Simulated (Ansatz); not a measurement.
**What LiY (built on the sites of a database entry of LiIn) distorts into**

Wanted: the energy along a soft mode of LiY (built on the sites of a database entry of LiIn) and the structure at the end.

Calculated with Ansatz 0.2.0; DFT PBEsol, scalar-relativistic, plane waves, PAW.

Most raw output is cut from this account.

The structure was built from a prototype and need not be the compound's stable phase.

### 1. Starting point

Symmetry: Fd-3m, No. 227, cubic system. Conventional cell: a = 7.388 Å, b = 7.388 Å, c = 7.388 Å, α = 90.00°, β = 90.00°, γ = 90.00°. Nearest to Li lie 4 Li at 3.20 Å and 4 Y at 3.20 Å. Nearest to Y lie 4 Li at 3.20 Å and 4 Y at 3.20 Å. Farther neighbours are not listed.

### 2. Phonons on a q mesh

The cell comes from relaxations at this level that are not shown. Stability and thermal properties need the whole zone. Linear response on a 4×4×4 q mesh gives force constants as far as a supercell of that size would.

Contents of input.yaml:

```yaml
crystal:
  lattice:
    - [0.0, 3.6938399398, 3.6938399398]
    - [3.6938399398, 0.0, 3.6938399398]
    - [3.6938399398, 3.6938399398, 0.0]
  atoms:
    - { symbol: Li, position: [0.5, 0.5, 0.5] }
    - { symbol: Li, position: [0.75, 0.75, 0.75] }
    - { symbol: "Y", position: [0.0, 0.0, 0.0] }
    - { symbol: "Y", position: [0.25, 0.25, 0.25] }
kpoints:
  mp_grid: { grid: [12, 12, 12] }
hamiltonian:
  xc: pbesol
scf:
  occupations: { method: methfessel_paxton, width: 0.2 }
output:
  eigenvalues: true
phonons:
  method: dfpt
  qmesh: [4, 4, 4]
  temperatures: { t_max: 1000, t_step: 50 }
  qpath:
    path:
      - [[0.0, 0.0, 0.0], [0.5, 0.0, 0.5], [0.625, 0.25, 0.625]]
      - [[0.375, 0.375, 0.75], [0.0, 0.0, 0.0], [0.5, 0.5, 0.5], [0.5, 0.25, 0.75], [0.5, 0.0, 0.5]]
    npoints: 10
```

Launch:

```sh
$ ansatz run input.yaml --threads 4 --pin off --max-ram 14336MiB --backend cpu --events-out ev --progress --plain --runs-dir out
```

Elapsed: 14 min, on 4 threads of Arm Neoverse V1, shared host; peak memory 6.9 GiB.

This step gave:

```
volume per atom                                         : 25.20 Å³
gap on the k-mesh                                       : 0 eV
sum-rule residual before enforcement                    : 2.96e-5 eV/Å²
lowest frequency on the path                            : -60.60 cm⁻¹
point group                                             : m-3m
highest frequency on the path or at a solved wavevector : 301.7 cm⁻¹
highest optical mode at the zone centre (no LO-TO term) : 301.7 cm⁻¹
lowest optical zone-centre mode                         : 105.1 cm⁻¹
lowest mode on the q mesh (acoustic modes at Γ apart)   : -60.6 cm⁻¹
```

Frequencies (cm⁻¹) solved at each irreducible wavevector; negative means imaginary. Frequencies by wavevector, by row:

```csv
q in reciprocal lattice units,star,mode 1,mode 2,mode 3,mode 4,mode 10,mode 11,mode 12
0 0 0,1,0,0,0,105.1,301.7,301.7,301.7
0 0 0.25,8,21.9,21.9,32.1,97.2,292.6,299.2,299.2
0 0 -0.5,4,6.4,28.1,28.1,99.8,288.8,294.1,294.1
0 0.25 0.25,6,-22.1,-22.1,51.2,90.3,292.4,292.5,292.5
0 0.25 -0.5,24,-44.6,-42.6,39.2,81.1,280.7,288.4,292.5
0 0.25 -0.25,12,-30.7,-27.5,21.1,86.3,284.8,295.1,296.6
0 -0.5 -0.5,3,-60.6,-60.6,72.7,72.7,279,280.2,280.2
0.25 -0.5 -0.25,6,-49.7,-49.7,57,57,272.4,289.6,289.6
```

Interpolated from a 4×4×4 q mesh. Phonon branches along the path, in cm⁻¹:

```csv
point,branch 1,branch 2,branch 3,branch 4,branch 9,branch 10,branch 11,branch 12
Γ,0,0,0,105,242,302,302,302
halfway,-22,-22,51,90,269,292,292,292
X,-61,-61,73,73,279,279,280,280
halfway,-59,-58,64,73,275,278,282,285
U,-52,-51,46,74,272,276,286,290
jump to K,-52,-51,46,74,272,276,286,290
halfway,-14,-9,35,89,270,289,296,300
Γ,0,0,0,105,242,302,302,302
halfway,22,22,32,97,264,293,299,299
L,6,28,28,100,279,289,294,294
halfway,-37,-35,26,82,276,280,292,294
W,-50,-50,57,57,272,272,290,290
halfway,-56,-56,65,65,275,275,286,286
X,-61,-61,73,73,279,279,280,280
```

Symmetry leaves 8 wavevectors to solve. The lowest mode among them, the acoustic zeros apart, lies at q = (0, -0.5, -0.5) and is imaginary, 60.6i cm⁻¹, so the energy falls along it.

### 3. The mode frozen in, largest atomic shift 0 Å

The mode followed lies at q = (0, -0.5, -0.5) with frequency 60.6i cm⁻¹ and is 2-fold degenerate, the softest among the wavevectors solved. At small amplitude the distorted cell has space group no. 96 by a symmetry search on the positions. The undistorted cell that holds it gives the zero of energy on the same k mesh.

System of this step: LiY (built on the sites of a database entry of LiIn). Symmetry: Fd-3m, No. 227, cubic system. The conventional cell has a = 7.388 Å, b = 7.388 Å, c = 7.388 Å, α = 90.00°, β = 90.00°, γ = 90.00°. Nearest to Li lie 4 Li at 3.20 Å and 4 Y at 3.20 Å. Y has 4 Li at 3.20 Å and 4 Y at 3.20 Å nearest. Farther neighbours are not listed.

Contents of input.yaml:

```yaml
crystal:
  lattice:
    - [0.0, -3.6938399398, -3.6938399398]
    - [0.0, 3.6938399398, -3.6938399398]
    - [7.3876798796, 0.0, 0.0]
  atoms:
    - { symbol: Li, position: [0.5, 0.5, 0.0] }
    - { symbol: Li, position: [0.0, 0.0, 0.5] }
    - { symbol: Li, position: [0.0, 0.5, 0.25] }
    - { symbol: Li, position: [0.5, 0.0, 0.75] }
    - { symbol: "Y", position: [0.5, 0.5, 0.5] }
    - { symbol: "Y", position: [0.0, 1.0, 0.0] }
    - { symbol: "Y", position: [0.0, 0.5, 0.75] }
    - { symbol: "Y", position: [0.5, 0.0, 0.25] }
kpoints:
  mp_grid: { grid: [8, 8, 6] }
hamiltonian:
  xc: pbesol
scf:
  occupations: { method: methfessel_paxton, width: 0.2 }
output:
  forces: true
  stress: true
  eigenvalues: true
```

It took 6 s on 4 threads; peak memory 0.69 GiB; 22 s of CPU time.

This step gave:

* pressure: -0.004097 GPa
* energy from the undistorted cell: 0 meV/atom

The run ends at a pressure of 0.00 GPa.

### 4. The mode frozen in, largest atomic shift 0.45 Å

The atoms are moved along the unstable eigenvector, the largest shift by 0.45 Å, with the cell fixed.

input.yaml, the sections that differ from step 3:

```yaml
crystal:
  lattice:
    - [0.0, -3.6938399398, -3.6938399398]
    - [0.0, 3.6938399398, -3.6938399398]
    - [7.3876798796, 0.0, 0.0]
  atoms:
    - { symbol: Li, position: [0.4621958151, 0.4621958151, 0.0] }
    - { symbol: Li, position: [0.0378041849, 0.0378041849, 0.5] }
    - { symbol: Li, position: [-0.0378041849, 0.5378041849, 0.25] }
    - { symbol: Li, position: [0.5378041849, -0.0378041849, 0.75] }
    - { symbol: "Y", position: [0.4390877776, 0.4390877776, 0.5] }
    - { symbol: "Y", position: [0.0609122224, 1.0609122224, 0.0] }
    - { symbol: "Y", position: [-0.0609122224, 0.5609122224, 0.75] }
    - { symbol: "Y", position: [0.5609122224, -0.0609122224, 0.25] }
# kpoints, hamiltonian, scf, output: as in step 3
```

Elapsed: 9.6 s, on 4 threads; peak memory 0.64 GiB.

Numbers from this step:

```
pressure                         : -0.3635 GPa
energy from the undistorted cell : -24.19 meV/atom
```

The energy, extrapolated to zero smearing, is -24.19 meV/atom against the undistorted cell.

The run ends at a pressure of -0.36 GPa, with forces up to 0.29 eV/Å.

### 5. Energy along the mode, all amplitudes (two of the runs are shown above)

An imaginary frequency means negative curvature, so the energy should fall and then rise again as anharmonic terms take over.

This step gave:

```
depth at the lowest point sampled  : 24.19 meV/atom
largest atomic shift at that point : 0.45 Å
```

Energy from the parent against largest atomic shift:

```csv
largest atomic shift (Å),energy from the parent (meV/atom)
0.000,0
0.040,-0.506
0.080,-2.01
0.140,-6.01
0.220,-14.0
0.320,-24.0
0.450,-24.2
0.600,15.4
```

Displacement at unit largest shift by atom:

```csv
atom,x (Å),y (Å),z (Å),size
Li1,0.00,0.00,0.62,0.62
Li2,0.00,0.00,-0.62,0.62
Li3,0.00,0.62,0.00,0.62
Li4,0.00,-0.62,0.00,0.62
Y5,0.00,0.00,1.00,1.00
Y6,0.00,0.00,-1.00,1.00
Y7,0.00,1.00,0.00,1.00
Y8,0.00,-1.00,0.00,1.00
```

The lowest of the steps tried is at 0.45 Å, 24.2 meV/atom below the parent; the bottom of the well need not coincide with a step.

### 6. Relaxing from the distorted cell

Starting from the lowest point found, all atoms and the cell are let go, so that strain and other modes of the same symmetry can join in.

input.yaml, as its differences from that of step 4:

```diff
@@ -24 +24,6 @@
   eigenvalues: true
+relax:
+  adjacent_minimum: "off"
+  f_tol: 0.002
+  max_steps: 120
+  cell: { stress_tol: 0.03 }
```

The job ended after 86 s (4 threads; peak memory 0.7 GiB).

Relaxation path:

```csv
step,energy less that of the first step (eV),largest force component (eV/Å),pressure (GPa),volume (Å³)
1,0.0000,0.2864,-0.36,201.60
2,-0.0474,0.3368,0.14,197.25
3,-0.1376,0.0638,-0.02,198.41
4,-0.1956,0.0425,0.07,199.21
5,-0.1985,0.0209,0.02,199.88
6,-0.1988,0.0055,-0.01,200.23
7,-0.1989,0.0003,0.00,200.12
8*,-0.1988,0.0003,0.00,200.12
```

Relaxation steps marked * repeat the geometry before them on a plane-wave basis chosen anew for their cell, so energy and pressure can jump there.

Forces are held to the 8 operations that the run works with; a distortion that breaks them can't arise in this run.

```csv
"conventional cell, symmetrised",before,after,change
a (Å),5.224,5.474,+4.8 %
b (Å),5.224,5.474,+4.8 %
c (Å),7.388,6.678,-9.6 %
volume (Å³/atom),25.20,25.02,-0.7 %
```

The atoms that moved most (Å, as changes of fractional coordinates times the final cell):

```csv
atom,dx,dy,dz,length
Y8,0.000,-0.071,0.000,0.071
Y6,0.000,0.000,-0.071,0.071
Y7,0.000,0.071,0.000,0.071
Y5,0.000,0.000,0.071,0.071
```

The relaxed structure:

```
Li Y
1.0
     0.00000   -3.87089   -3.87089
     0.00000    3.87089   -3.87089
     6.67796    0.00000    0.00000
Li Y
4 4
Direct
  0.46274 0.46274 0.00000
  0.03726 0.03726 0.50000
  0.96274 0.53726 0.25000
  0.53726 0.96274 0.75000
  0.42994 0.42994 0.50000
  0.07006 0.07006 0.00000
  0.92994 0.57006 0.75000
  0.57006 0.92994 0.25000
```

Numbers from this step:

```yaml
pressure: -0.001629 GPa
volume_per_atom: 25.02 Å³
```

The distorted start has space group P4_32_12; the relaxation ends in P4_32_12.

### 7. The new phase in its own primitive cell

The relaxed structure is symmetrised, reduced to its primitive cell and relaxed tightly, as its phonons need.

Contents of input.yaml:

```yaml
crystal:
  lattice:
    - [5.4742719021, 0.0, 0.0]
    - [0.0, 5.4742719021, 0.0]
    - [0.0, 0.0, 6.6779560602]
  atoms:
    - { symbol: Li, position: [0.2127428611, 0.2127428611, 0.0] }
    - { symbol: Li, position: [0.7872571389, 0.7872571389, 0.5] }
    - { symbol: Li, position: [0.7127428611, 0.2872571389, 0.25] }
    - { symbol: Li, position: [0.2872571389, 0.7127428611, 0.75] }
    - { symbol: "Y", position: [0.1799393788, 0.1799393788, 0.5] }
    - { symbol: "Y", position: [0.8200606212, 0.8200606212, 0.0] }
    - { symbol: "Y", position: [0.6799393788, 0.3200606212, 0.75] }
    - { symbol: "Y", position: [0.3200606212, 0.6799393788, 0.25] }
kpoints:
  mp_grid: { grid: [8, 8, 6] }
hamiltonian:
  xc: pbesol
scf:
  occupations: { method: methfessel_paxton, width: 0.2 }
output:
  forces: true
  stress: true
  eigenvalues: true
relax:
  adjacent_minimum: "off"
  f_tol: 0.001
  max_steps: 60
  cell: { stress_tol: 0.01 }
```

Elapsed: 23 s, on 4 threads; peak memory 0.69 GiB; 91 s of CPU time.

Little changed from the start: no atom moved by 0.005 Å and no cell edge by 0.1 %.

The largest force component left is 0.23 meV/Å and the pressure is -0.002 GPa, within the tolerances set. The cell now holds 25.02 Å³/atom.

### 8. Modes of the new phase, k-mesh 8×8×6

A relaxed structure may still be a saddle point, so its zone-centre modes are computed. No field response is asked, since the mesh shows no gap.

input.yaml, as its differences from that of step 7:

```diff
@@ -21,9 +21,4 @@
 output:
-  forces: true
-  stress: true
   eigenvalues: true
-relax:
-  adjacent_minimum: "off"
-  f_tol: 0.001
-  max_steps: 60
-  cell: { stress_tol: 0.01 }
+phonons:
+  method: dfpt
```

Elapsed: 4.1 min, on 4 threads; peak memory 4.7 GiB; 16 min of CPU time.

Numbers from this step:

| Property | Result |
| --- | --- |
| sum-rule residual before enforcement | 4.76e-6 eV/Å² |
| point group | 422 |
| highest optical mode at the zone centre (no LO-TO term) | 338.7 cm⁻¹ |
| lowest optical zone-centre mode | -38.01 cm⁻¹ |

Patterns of degenerate modes are one choice out of their space. The modes at Γ (shares of kinetic energy by element, %) (negative means imaginary):

```csv
mode,frequency (cm⁻¹),symmetry,Li %,Y %
1,-38.0,B1,11,89
2,0.0,acoustic,7,93
3,0.0,acoustic,7,93
4,0.0,acoustic,7,93
5,70.8,E,3,97
6,70.8,E,3,97
7,81.3,A1,0,100
8,106.7,B1,0,100
9,108.9,A2,5,95
10,115.7,B2,6,94
11,129.8,E,9,91
12,129.8,E,9,91
13,205.7,B1,90,10
14,210.5,E,86,14
15,210.5,E,86,14
16,221.9,A2,95,5
17,299.0,A2,93,7
18,305.8,E,98,2
19,305.8,E,98,2
20,318.8,A1,100,0
21,323.2,B1,99,1
22,337.2,B2,94,6
23,338.7,E,97,3
24,338.7,E,97,3
```

Displacements in mode 1 (-38.0 cm⁻¹), the largest set to 1:
```
Li1 -1.00  1.00  0.06
Li2  1.00 -1.00  0.06
Li3 -1.00 -1.00 -0.06
Li4  1.00  1.00 -0.06
Y5  -0.78  0.78 -0.27
Y6   0.78 -0.78 -0.27
Y7  -0.78 -0.78  0.27
Y8   0.78  0.78  0.27
```

Displacements in mode 6 (70.8 cm⁻¹), the largest set to 1:
```
Li1 -0.04  0.28 -0.50
Li2 -0.04  0.28  0.50
Li3 -0.13  0.31 -0.27
Li4 -0.13  0.31  0.27
Y5  -0.01 -0.02 -1.00
Y6  -0.01 -0.02  1.00
Y7   0.02 -0.03 -0.54
Y8   0.02 -0.03  0.54
```

Before it was imposed, the acoustic sum rule was missed by 4.8e-6 eV/Å². Small misses are needed for a sound result but don't prove that mesh and cutoff are converged. The lowest optical mode is imaginary, 38.0i cm⁻¹, so the energy falls along it.

### 9. Summary of results

```
unstable mode of the parent                                                      : q = (0, -0.5, -0.5), 61i cm⁻¹
depth at the lowest point sampled                                                : 24.2 meV/atom
largest atomic shift at that point                                               : 0.45 Å
space group reached (within 0.01 Å)                                              : P4_32_12
energy gained over the parent (first relaxation, on the mesh of the frozen mode) : 49.4 meV/atom
volume per atom, phase reached                                                   : 25.0 Å³
lowest optical zone-centre mode, phase reached                                   : -38.0 cm⁻¹
highest optical mode at the zone centre (no LO-TO term), phase reached           : 339 cm⁻¹
```

Along this mode the structure falls into P4_32_12, 49.4 meV/atom below the parent. At the parent's cell the well is 24.19 meV/atom deep on the steps tried, with its lowest point at a shift of 0.45 Å. Relaxing atoms and cell changes the gain by +25.16 meV/atom against the lowest step (energies at zero smearing). The new phase still has an imaginary mode at the zone centre of its cell, so it is a saddle point on the way to a lower structure. Of the 6 patterns followed to their end from this parent, this one ends 45.1 meV/atom above the lowest, Pnma. Another end point lies within 1 meV/atom; how such a difference moves with mesh and cutoff was not tested. Each path keeps the symmetry of its pattern, so a lower phase may lie along a pattern not tried. With no gap, or one that is small against the smearing, the frequencies hang on the k mesh and the smearing, most of all near Kohn anomalies. The starting cell was built on a prototype and not taken from a measurement, so the phase need not exist.

[Logs are printed without paths, hosts, clocks, repeated set-up lines and the standing remarks that a program may print on its own settings, such as how far it seeks lower states.]

[Hosts, paths, dates, database ids (printed as entryN), source tags and the programs' standing remarks are cut or masked in the printed files.]
